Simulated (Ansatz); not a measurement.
An input for Ansatz 0.2.0 (Bi2Se3 (R-3m)):

```yaml
crystal:
  lattice:
    - [2.0956832629, 1.209943296, 9.9762290674]
    - [-2.0956832629, 1.209943296, 9.9762290674]
    - [0.0, -2.419886592, 9.9762290674]
  atoms:
    - { symbol: Bi, position: [0.398435, 0.398435, 0.398435] }
    - { symbol: Bi, position: [0.601565, 0.601565, 0.601565] }
    - { symbol: Se, position: [0.0, 0.0, 0.0] }
    - { symbol: Se, position: [0.215715, 0.215715, 0.215715] }
    - { symbol: Se, position: [0.784285, 0.784285, 0.784285] }
kpoints:
  mp_grid: { grid: [4, 4, 4] }
hamiltonian:
  xc:
    exchange: pbe
    correlation: pbe
    exx: { coeff: 0.05, omega: 0.2078 }
  pseudopotentials: { kind: paw, azcp: { folder: soft_1 } }
scf:
  occupations: { method: fixed }
gw:
  n_empty_bands: 633
  ecut_chi: 150.0
  qp_bands: [v2, c2]
  qp_kpoints: band_edges
  screening: { model: contour_deformation }
```

```sh
ansatz run input.yaml --threads 3 --pin off --max-ram 92160MiB --backend cuda --events-out ev --progress --plain --runs-dir out --devices 1 --max-vram 13GiB
```

Q: Estimate wall time and host memory on 1 × NVIDIA H100 80GB HBM3 (shared by 6 runs) with 3 threads of AMD EPYC 7R13 (Zen 3), shared host.

It took 3.3 min; on shared hardware allow 99 s to 6.6 min. Peak host memory was 3.1 GiB. The sizes that set the cost: 2901 plane waves a state, 13 irreducible k points, 672 bands summed, 619 plane waves in the screening and 16 SCF cycles.

The screening grows as filled bands × empty bands × pairs of k points, times the square of the screening basis for the matrix.

[Paths, hosts, dates, memory and timing lines, banners, echoed tables and standing remarks are left out of the program output.]

[Logs are printed without paths, hosts, clocks, repeated set-up lines and the standing remarks that a program may print on its own settings, such as how far it seeks lower states.]

[Runs of the session that timed out or met a known fault of the program may be left out.]

[Cells called generated may have been cut or substituted from an entry of the Crystallography Open Database or the Materials Project.]

[Hosts, paths, dates, database ids (printed as entryN), source tags and the programs' standing remarks are cut or masked in the printed files.]
